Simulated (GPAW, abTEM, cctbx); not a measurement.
# AlZn2Cd: the scripts behind a bonding study

Short scripts, each with its output. The cell comes from substitution in a known structure type and wasn't matched to any measured phase.

**1. Relax the structure**

```text
cell
1.0
    -3.903000000    0.000000000    0.000000000
     1.951500000   -4.805000000    0.000000000
     0.000000000    0.000000000    6.706000000
Cd Zn Al
2 4 2
Direct
0.066400000 0.132800000 0.750000000
0.933600000 0.867200000 0.250000000
0.646400000 0.292800000 0.048500000
0.353600000 0.707200000 0.951500000
0.353600000 0.707200000 0.548500000
0.646400000 0.292800000 0.451500000
0.792900000 0.585800000 0.750000000
0.207100000 0.414200000 0.250000000
```

```python
from ase.constraints import FixSymmetry
from ase.filters import FrechetCellFilter
from ase.io import read, write
from ase.optimize import BFGS
from ase.parallel import parprint
from gpaw import GPAW, PW, FermiDirac

atoms = read("start.vasp")
atoms.set_constraint(FixSymmetry(atoms))
atoms.calc = GPAW(mode=PW(570), xc="PBE", kpts={"size": (4, 4, 2), "gamma": True},
                 occupations=FermiDirac(0.05), maxiter=120, symmetry={"tolerance": 1e-5}, txt="relax.txt")
BFGS(FrechetCellFilter(atoms), maxstep=0.15).run(fmax=0.03, steps=40)
parprint("cell  %.4f %.4f %.4f  %.2f %.2f %.2f" % tuple(atoms.cell.cellpar()))
parprint("volume %.3f A^3, largest force %.3f eV/A, largest stress %.2f GPa" % (atoms.get_volume(), abs(atoms.get_forces()).max(), 160.218 * abs(atoms.get_stress()).max()))
atoms.set_constraint()
write("relaxed.vasp", atoms, direct=True)
```

```console
$ OMP_NUM_THREADS=1 mpirun -n 4 gpaw python run.py > gpaw.log
```

```text
gpts.py:43: UserWarning: Initial realspace grid (24,30,40) inconsistent with symmetries.
gpts.py:43: UserWarning: Initial realspace grid (24,30,40) inconsistent with symmetries.
gpts.py:43: UserWarning: Initial realspace grid (24,30,40) inconsistent with symmetries.
gpts.py:43: UserWarning: Initial realspace grid (24,30,40) inconsistent with symmetries.
gpts.py:70: UserWarning: Using symmetrized grid: (30,30,40).
gpts.py:70: UserWarning: Using symmetrized grid: (30,30,40).
gpts.py:70: UserWarning: Using symmetrized grid: (30,30,40).
gpts.py:70: UserWarning: Using symmetrized grid: (30,30,40).
            Step        Energy          fmax
BFGS:    0      -11.544052        2.183023
BFGS:    1      -11.694835        2.041758
BFGS:    2      -12.273354        1.402786
BFGS:    3      -12.640475        0.819949
BFGS:    4      -12.836480        0.526676
BFGS:    5      -12.896760        0.293490
BFGS:    6      -12.906683        0.290052
BFGS:    7      -12.927850        0.312258
BFGS:    8      -12.951357        0.351822
BFGS:    9      -12.967566        0.363430
BFGS:   10      -12.977043        0.348800
BFGS:   11      -12.989491        0.319424
BFGS:   12      -13.010735        0.283678
BFGS:   13      -13.040966        0.393295
gpts.py:43: UserWarning: Initial realspace grid (24,30,42) inconsistent with symmetries.
gpts.py:43: UserWarning: Initial realspace grid (24,30,42) inconsistent with symmetries.
gpts.py:43: UserWarning: Initial realspace grid (24,30,42) inconsistent with symmetries.
gpts.py:43: UserWarning: Initial realspace grid (24,30,42) inconsistent with symmetries.
gpts.py:70: UserWarning: Using symmetrized grid: (30,30,42).
gpts.py:70: UserWarning: Using symmetrized grid: (30,30,42).
gpts.py:70: UserWarning: Using symmetrized grid: (30,30,42).
gpts.py:70: UserWarning: Using symmetrized grid: (30,30,42).
BFGS:   14      -13.084850        0.507492
gpts.py:43: UserWarning: Initial realspace grid (24,28,42) inconsistent with symmetries.
gpts.py:43: UserWarning: Initial realspace grid (24,28,42) inconsistent with symmetries.
gpts.py:43: UserWarning: Initial realspace grid (24,28,42) inconsistent with symmetries.
gpts.py:43: UserWarning: Initial realspace grid (24,28,42) inconsistent with symmetries.
gpts.py:70: UserWarning: Using symmetrized grid: (28,28,42).
gpts.py:70: UserWarning: Using symmetrized grid: (28,28,42).
gpts.py:70: UserWarning: Using symmetrized grid: (28,28,42).
gpts.py:70: UserWarning: Using symmetrized grid: (28,28,42).
BFGS:   15      -13.147420        0.464304
gpts.py:43: UserWarning: Initial realspace grid (25,28,42) inconsistent with symmetries.
gpts.py:43: UserWarning: Initial realspace grid (25,28,42) inconsistent with symmetries.
gpts.py:43: UserWarning: Initial realspace grid (25,28,42) inconsistent with symmetries.
gpts.py:43: UserWarning: Initial realspace grid (25,28,42) inconsistent with symmetries.
BFGS:   16      -13.177163        0.539237
BFGS:   17      -13.198211        0.477381
BFGS:   18      -13.227727        0.328483
BFGS:   19      -13.253463        0.229205
BFGS:   20      -13.267608        0.248473
BFGS:   21      -13.272269        0.218214
BFGS:   22      -13.275945        0.234660
BFGS:   23      -13.282216        0.290546
BFGS:   24      -13.301855        0.356089
gpts.py:43: UserWarning: Initial realspace grid (27,28,42) inconsistent with symmetries.
gpts.py:43: UserWarning: Initial realspace grid (27,28,42) inconsistent with symmetries.
gpts.py:43: UserWarning: Initial realspace grid (27,28,42) inconsistent with symmetries.
gpts.py:43: UserWarning: Initial realspace grid (27,28,42) inconsistent with symmetries.
BFGS:   25      -13.321328        0.315548
BFGS:   26      -13.345867        0.177247
BFGS:   27      -13.357289        0.087369
BFGS:   28      -13.358417        0.077587
BFGS:   29      -13.358831        0.080858
BFGS:   30      -13.360330        0.084368
BFGS:   31      -13.363255        0.115035
BFGS:   32      -13.367829        0.131424
BFGS:   33      -13.371839        0.100478
gpts.py:43: UserWarning: Initial realspace grid (27,28,40) inconsistent with symmetries.
gpts.py:43: UserWarning: Initial realspace grid (27,28,40) inconsistent with symmetries.
gpts.py:43: UserWarning: Initial realspace grid (27,28,40) inconsistent with symmetries.
gpts.py:43: UserWarning: Initial realspace grid (27,28,40) inconsistent with symmetries.
gpts.py:70: UserWarning: Using symmetrized grid: (28,28,40).
gpts.py:70: UserWarning: Using symmetrized grid: (28,28,40).
gpts.py:70: UserWarning: Using symmetrized grid: (28,28,40).
gpts.py:70: UserWarning: Using symmetrized grid: (28,28,40).
BFGS:   34      -13.373927        0.060203
BFGS:   35      -13.374317        0.055984
BFGS:   36      -13.374751        0.046858
BFGS:   37      -13.375874        0.047048
BFGS:   38      -13.378025        0.056297
```

Time: 18 min on 4 cores of Arm Neoverse V2 (shared host), peak memory 1.7 GiB.

**2. Build the all-electron density and subtract free atoms**

```text
cell
1.0
    -4.664323540    0.000000000    0.000000000
     2.332161770   -4.440586390    0.000000000
     0.000000000    0.000000000    7.263795900
Cd Zn Al
2 4 2
Direct
0.062748910 0.125497820 0.250000000
0.937251090 0.874502180 0.750000000
0.640607070 0.281214140 0.572551050
0.359392930 0.718785860 0.427448950
0.359392930 0.718785860 0.072551050
0.640607070 0.281214140 0.927448950
0.756979870 0.513959740 0.250000000
0.243020130 0.486040260 0.750000000
```

```python
import numpy as np
from ase.io import read
from ase.units import Bohr
from gpaw import GPAW, PW, FermiDirac
from gpaw.calculator import GPAW as OldGPAW
from gpaw.mpi import serial_comm, world
from scipy.special import erfc
from scipy.spatial import cKDTree

atoms = read("cell.vasp")
atoms.calc = GPAW(mode=PW(450), xc="PBE", kpts={"size": (5, 5, 3), "gamma": True},
                 occupations=FermiDirac(0.05), maxiter=120, symmetry={"tolerance": 1e-5}, txt="scf.txt")
atoms.get_potential_energy()
rho = atoms.calc.get_all_electron_density(gridrefinement=2)
moments = atoms.get_magnetic_moments() if atoms.calc.get_number_of_spins() == 2 else np.zeros(len(atoms))
total = atoms.get_magnetic_moment() if moments.any() else 0.0
if world.rank == 0:
    free = OldGPAW(mode=PW(450), xc="PBE", txt=None, communicator=serial_comm)
    neutral = atoms.copy()
    neutral.set_initial_magnetic_moments(None)
    free.initialize(neutral)
    free.set_positions(neutral)
    drho = rho - free.get_all_electron_density(gridrefinement=2)
    # GPAW starts from confined atoms: exchange their smooth part for that of the datasets' free atoms
    h = np.stack(np.meshgrid(*[np.fft.fftfreq(n, 1 / n) for n in drho.shape], indexing="ij"), -1)
    gabs = np.linalg.norm(h @ atoms.cell.reciprocal(), axis=-1)
    tails = np.fft.fftn(free.get_pseudo_density(gridrefinement=2))
    g, form, v0 = np.linspace(0, gabs.max(), 1500), {}, 0
    for e in set(atoms.symbols):
        idx = atoms.symbols.search(e)
        d = free.setups[idx[0]].data
        r, w = d.rgd.r_g * Bohr, d.rgd.r_g**2 * d.rgd.dr_g
        j0 = np.sinc(2 * g[:, None] * r)
        smooth = sum(f * p**2 for f, p in zip(d.f_j, d.phit_jg)) + np.sqrt(4 * np.pi) * d.nct_g
        full = sum(f * p**2 for f, p in zip(d.f_j, d.phi_jg)) + np.sqrt(4 * np.pi) * d.nc_g
        phase = sum(np.exp(-2j * np.pi * h @ s) for s in atoms.get_scaled_positions()[idx])
        tails -= np.interp(gabs, g, j0 @ (smooth * w)) * phase * drho.size / atoms.get_volume()
        form[e] = j0 @ (full * w)
        v0 += 2 * np.pi / 3 * 14.3996 * (full * w * r**2).sum() * len(idx)  # V A^3
    tails *= 0.5 * erfc((gabs - 1.8) / 0.25)  # the tails differ at long wavelengths alone
    drho += np.fft.ifftn(tails).real  # crystal minus superposed spherical free atoms
    np.save("drho.npy", drho)
    dv = atoms.get_volume() / drho.size
    print("grid", drho.shape, " electrons %.3f" % (rho.sum() * dv), " moved by bonding %.3f e" % (abs(drho).sum() * dv / 2))
    pts = np.indices(drho.shape).reshape(3, -1).T / drho.shape @ atoms.cell
    shifts = (np.indices((3, 3, 3)).reshape(3, -1).T - 1) @ atoms.cell
    images = (atoms.positions[None] + shifts[:, None]).reshape(-1, 3)
    dist, idx = cKDTree(images).query(pts, k=4)
    out = drho.ravel()[dist[:, 0] > 0.5]
    print("deformation density beyond 0.5 A of the nuclei: max %.3f, min %.3f e/A^3" % (out.max(), out.min()))
    tie = dist < dist[:, :1] + 1e-4
    q = -np.bincount((idx % len(atoms))[tie], (drho.ravel()[:, None] / tie.sum(1, keepdims=True) * tie)[tie], len(atoms)) * dv
    print("atom        x       y       z   Voronoi charge  moment")
    for a, s, c, m in zip(atoms, atoms.get_scaled_positions(), q, moments):
        print("%-2s%-3d %7.4f %7.4f %7.4f %10.3f %10.2f" % (a.symbol, a.index + 1, *s, c, m))
    np.savez("free.npz", g=g, **form)
    print("mean inner potential of superposed free atoms %.3f V" % (v0 / atoms.get_volume()))
    print("total magnetic moment %.3f muB" % total)
```

```console
$ OMP_NUM_THREADS=1 mpirun -n 4 gpaw python run.py > gpaw.log
```

```text
gpts.py:43: UserWarning: Initial realspace grid (24,25,36) inconsistent with symmetries.
gpts.py:43: UserWarning: Initial realspace grid (24,25,36) inconsistent with symmetries.
gpts.py:43: UserWarning: Initial realspace grid (24,25,36) inconsistent with symmetries.
gpts.py:43: UserWarning: Initial realspace grid (24,25,36) inconsistent with symmetries.
gpts.py:70: UserWarning: Using symmetrized grid: (25,25,36).
gpts.py:70: UserWarning: Using symmetrized grid: (25,25,36).
gpts.py:70: UserWarning: Using symmetrized grid: (25,25,36).
gpts.py:70: UserWarning: Using symmetrized grid: (25,25,36).
grid (50, 50, 72)  electrons 242.000  moved by bonding 1.346 e
deformation density beyond 0.5 A of the nuclei: max 0.065, min -0.087 e/A^3
atom        x       y       z   Voronoi charge  moment
Cd1    0.0627  0.1255  0.2500      0.136       0.00
Cd2    0.9373  0.8745  0.7500      0.136       0.00
Zn3    0.6406  0.2812  0.5726     -0.003       0.00
Zn4    0.3594  0.7188  0.4274     -0.003       0.00
Zn5    0.3594  0.7188  0.0726     -0.003       0.00
Zn6    0.6406  0.2812  0.9274     -0.003       0.00
Al7    0.7570  0.5140  0.2500     -0.129       0.00
Al8    0.2430  0.4860  0.7500     -0.129       0.00
mean inner potential of superposed free atoms 16.823 V
total magnetic moment 0.000 muB
```

Time: 35 s.

**3. Fourier-transform the difference**

```python
from cctbx import adptbx, crystal, miller, xray
from cctbx.eltbx import tiny_pse
import numpy as np

cs = crystal.symmetry(unit_cell=(4.6643, 8.8812, 7.2638, 90, 90, 90), space_group_symbol='Hall: -C 2c 2')  # Cmcm
atoms = [  # label, site, U (iso, or U11 U22 U33 U12 U13 U23 in A^2), occupancy
    ("Cd1", (0.5, 0.43725, 0.25), 0.0000, 1),
    ("Zn1", (0, 0.35939, 0.57255), 0.0000, 1),
    ("Al1", (0, 0.24302, 0.25), 0.0000, 1),
]
xs = xray.structure(crystal_symmetry=cs)
for label, site, u, occ in atoms:
    u = adptbx.u_cif_as_u_star(cs.unit_cell(), u) if isinstance(u, tuple) else u
    xs.add_scatterer(xray.scatterer(label, site=site, u=u, occupancy=occ))
xs.scattering_type_registry(table="wk1995")
drho = np.load("drho.npy")
T = np.array([[-1, 0, 0], [-1, -2, 0], [0, 0, 1]])  # conventional axes in terms of the primitive ones
dF = np.fft.ifftn(drho) * 300.90030  # electrons a conventional cell, indexed by primitive hkl
ms = miller.build_set(cs, anomalous_flag=False, d_min=0.9).sort("resolution")
iam = ms.structure_factors_from_scatterers(xs, algorithm="direct").f_calc()
p1 = xs.expand_to_p1()
z = np.array([tiny_pse.table(sc.scattering_type).atomic_number() for sc in p1.scatterers()])
x = np.array(p1.sites_frac())
free = np.load("free.npz")
print("static structure factors of the conventional cell: F in electrons, V (Mott-Bethe) in volts")
print("   h  k  l      d  |F| table  |F| free   |F| DFT   change   |V| free  |V| DFT  change %")
for h, d, table in list(zip(ms.indices(), ms.d_spacings().data(), iam.data()))[:16]:
    df = dF[tuple(np.rint(np.linalg.solve(T, h)).astype(int))]
    phase = np.exp(2j * np.pi * x @ h)
    f = sum(np.interp(1 / d, free["g"], free[sc.scattering_type]) * p for sc, p in zip(p1.scatterers(), phase))
    fz = (z * phase).sum()
    c = 14.3996 * d * d / (np.pi * cs.unit_cell().volume())
    v0, v1 = abs(fz - f) * c, abs(fz - f - df) * c
    print("%4d%3d%3d %7.4f %9.3f %9.3f %9.3f %8.3f %9.3f %8.3f %8s" % (h + (d, abs(table), abs(f), abs(f + df), abs(f + df) - abs(f), v0, v1, "%.1f" % (100 * (v1 / v0 - 1)) if v0 > 0.02 else "-")))
```

```console
$ python run.py
```

```text
static structure factors of the conventional cell: F in electrons, V (Mott-Bethe) in volts
   h  k  l      d  |F| table  |F| free   |F| DFT   change   |V| free  |V| DFT  change %
   0  2  0  4.4406    38.002    37.970    37.295   -0.675     0.364    0.161    -55.8
   1  1  0  4.1294    24.997    25.036    24.869   -0.167     0.582    0.625      7.5
   0  2  1  3.7887    25.794    25.814    25.697   -0.117     0.480    0.505      5.3
   0  0  2  3.6319    81.723    81.872    82.034    0.162     3.044    3.011     -1.1
   1  1  1  3.5899    96.457    96.379    95.891   -0.489     1.392    1.488      6.9
   0  2  2  2.8113    99.500    99.323    99.251   -0.072     1.548    1.557      0.6
   1  1  2  2.7272   226.465   226.193   225.731   -0.462     5.280    5.333      1.0
   1  3  0  2.4995   225.364   224.765   224.270   -0.496     5.013    5.060      0.9
   1  3  1  2.3635   216.866   216.540   215.741   -0.799     5.324    5.392      1.3
   2  0  0  2.3321   378.146   377.192   376.022   -1.170     8.849    8.946      1.1
   0  4  0  2.2203   139.083   138.292   137.822   -0.470     2.514    2.549      1.4
   0  2  3  2.1258   278.395   277.326   275.986   -1.340     5.842    5.934      1.6
   0  4  1  2.1233   184.371   183.976   183.409   -0.567     3.948    3.987      1.0
   1  1  3  2.0887   116.579   115.911   114.808   -1.103     2.922    2.996      2.5
   2  2  0  2.0647    33.163    33.214    33.413    0.198     0.230    0.217     -5.6
   1  3  2  2.0590    47.627    47.175    46.877   -0.298     1.073    1.092      1.8
```

Time: 0.25 s on 1 core of Arm Neoverse V2 (shared host), peak memory 0.08 GiB.

**4. Rock the beam across one reflection**

```python
import abtem
import numpy as np
from ase.build import make_supercell
from ase.io import read

abtem.config.set({"dask.lazy": False, "fft": "fftw", "diagnostics.progress_bar": False})
M = [[-1, 0, 0], [-1, -2, 0], [0, 0, 1]]  # rows: x, y and beam direction in the primitive cell's axes
unit = make_supercell(read("cell.vasp"), M)
unit.set_cell(list(unit.cell.lengths()) + [90, 90, 90], scale_atoms=True)
unit.positions[:, 2] += 0.0000  # keeps atomic planes off the slice boundaries
unit.wrap()
slab = unit * (1, 1, 68)
print(slab.get_chemical_formula(), "| box %.2f x %.2f x %.2f A" % tuple(slab.cell.lengths()))

# change of the potential by bonding, from the DFT deformation density (Poisson's equation term by term)
drho = np.load("drho.npy")
prim = read("cell.vasp")
h = np.stack(np.meshgrid(*[np.fft.fftfreq(n, 1 / n) for n in drho.shape], indexing="ij"), -1).reshape(-1, 3).astype(int)
g2 = ((h @ prim.cell.reciprocal()) ** 2).sum(1)
keep = (g2 > 0) & (g2 < 2.5**2)
shape = (104, 198, 42)
vg = np.zeros(shape, complex)
hm = h[keep] @ np.array(M).T
move = np.exp(-2j * np.pi * hm[:, 2] * (0.0000 / unit.cell[2, 2] - 0.5 / shape[2]))  # the same shift, sampled at mid-points
vg[tuple(hm.T % np.array(shape)[:, None])] = -14.3996 / np.pi * (np.fft.fftn(drho).ravel() / drho.size)[keep] / g2[keep] * move
dV = np.fft.ifftn(vg).real * vg.size
dV = dV.reshape(104, 198, 6, 7).mean(3) * unit.cell[2, 2] / 6  # V A, projected in each slice
dV = np.tile(dV.transpose(2, 0, 1), (68, 1, 1))


def build(atoms):
    p = abtem.Potential(atoms, gpts=(104, 198), slice_thickness=[slab.cell[2, 2] / 408] * 408,
                        parametrization="lobato", projection="infinite", exit_planes=102).build()
    p.array[:] += BONDING * dV
    return p


def potentials():
    yield build(slab)  # atoms at rest


for label, BONDING in (("IAM", 0.0), ("DFT", 1.0)):
    print("=====", label)
    potential = build(slab)
    print("grid", potential.gpts, "slices", potential.num_slices)
    thickness = potential.exit_thicknesses
    h = np.array(M) @ np.linalg.solve(np.array([[-1, 0, 0], [-1, -2, 0], [0, 0, 1]]), [1, 3, 0])
    ix, iy = round(h[0]) * 1, round(h[1]) * 1
    gxy = h[:2] / unit.cell.lengths()[:2]
    along = gxy / np.hypot(*gxy)
    across = np.array([-along[1], along[0]])
    bragg = 500 * abtem.PlaneWave(energy=300000).wavelength * np.hypot(*gxy)
    print("Bragg angle %.3f mrad; beam tilted 55 mrad off the zone axis across the row" % bragg)
    print("dark-field intensity of 1 3 0 against tilt along the row, in Bragg angles")
    print("  t (A)" + "".join("%8.2f" % s for s in [0.2, 0.4, 0.6, 0.8, 1.0, 1.2, 1.4, 1.6, 1.8, 2.0, 2.2, 2.4, 2.6]))
    rows = []
    row = [(n * ix, n * iy) for n in range(-8, 9)]
    for s in [0.2, 0.4, 0.6, 0.8, 1.0, 1.2, 1.4, 1.6, 1.8, 2.0, 2.2, 2.4, 2.6]:
        tilt = -s * bragg * along + 55 * across
        dp = abtem.PlaneWave(energy=300000, tilt=tuple(tilt)).multislice(potential).diffraction_patterns(max_angle="valid").array
        rows.append(dp[:, dp.shape[1] // 2 + ix, dp.shape[2] // 2 + iy])
        if s == 1.0:
            cx, cy = dp.shape[1] // 2, dp.shape[2] // 2
            share = sum(dp[:, cx + i, cy + j] for i, j in row if abs(i) < cx and abs(j) < cy) / dp.sum(axis=(1, 2))
            total = dp.sum(axis=(1, 2))
    for t, a in list(zip(thickness, np.array(rows).T))[1:]:
        print("%7.1f" % t + "".join("%8.4f" % v for v in a))
    print("at the Bragg tilt, share in the row:", share[1:].round(3).tolist(), "total:", total[1:].round(3).tolist())
```

```console
$ python run.py
```

```text
Al272Cd272Zn544 | box 4.66 x 8.88 x 493.94 A
===== IAM
grid (104, 198) slices 408
Bragg angle 3.938 mrad; beam tilted 55 mrad off the zone axis across the row
dark-field intensity of 1 3 0 against tilt along the row, in Bragg angles
  t (A)    0.20    0.40    0.60    0.80    1.00    1.20    1.40    1.60    1.80    2.00    2.20    2.40    2.60
  123.5  0.0994  0.0984  0.0969  0.0947  0.0920  0.0888  0.0853  0.0816  0.0778  0.0739  0.0700  0.0659  0.0618
  247.0  0.2270  0.2482  0.2664  0.2704  0.2516  0.2130  0.1748  0.1485  0.1345  0.1262  0.1146  0.0960  0.0714
  370.5  0.1691  0.2701  0.4037  0.4545  0.4009  0.3354  0.2579  0.1598  0.0756  0.0432  0.0330  0.0232  0.0104
  493.9  0.0245  0.1471  0.4519  0.4977  0.3945  0.3634  0.3372  0.1189  0.0015  0.0092  0.0110  0.0226  0.0387
at the Bragg tilt, share in the row: [0.8240000009536743, 0.7350000143051147, 0.6309999823570251, 0.5370000004768372] total: [0.9980000257492065, 0.996999979019165, 0.9950000047683716, 0.9929999709129333]
===== DFT
grid (104, 198) slices 408
Bragg angle 3.938 mrad; beam tilted 55 mrad off the zone axis across the row
dark-field intensity of 1 3 0 against tilt along the row, in Bragg angles
  t (A)    0.20    0.40    0.60    0.80    1.00    1.20    1.40    1.60    1.80    2.00    2.20    2.40    2.60
  123.5  0.1014  0.1004  0.0989  0.0967  0.0939  0.0907  0.0871  0.0833  0.0794  0.0755  0.0715  0.0673  0.0631
  247.0  0.2303  0.2518  0.2703  0.2744  0.2556  0.2167  0.1781  0.1514  0.1370  0.1280  0.1159  0.0970  0.0721
  370.5  0.1695  0.2719  0.4069  0.4591  0.4058  0.3398  0.2612  0.1620  0.0766  0.0430  0.0325  0.0230  0.0107
  493.9  0.0236  0.1460  0.4518  0.4984  0.3958  0.3655  0.3395  0.1196  0.0015  0.0099  0.0120  0.0235  0.0394
at the Bragg tilt, share in the row: [0.8240000009536743, 0.7350000143051147, 0.6320000290870667, 0.5379999876022339] total: [0.9980000257492065, 0.996999979019165, 0.9950000047683716, 0.9929999709129333]
```

Time: 19 s.

[Outputs are excerpts: Python notices, other lines and further rows are left out; steps that failed or that the build refused (PBEsol, TPSS) are not shown.]

[Logs are printed without paths, hosts, clocks, repeated set-up lines and the standing remarks that a program may print on its own settings, such as how far it seeks lower states.]
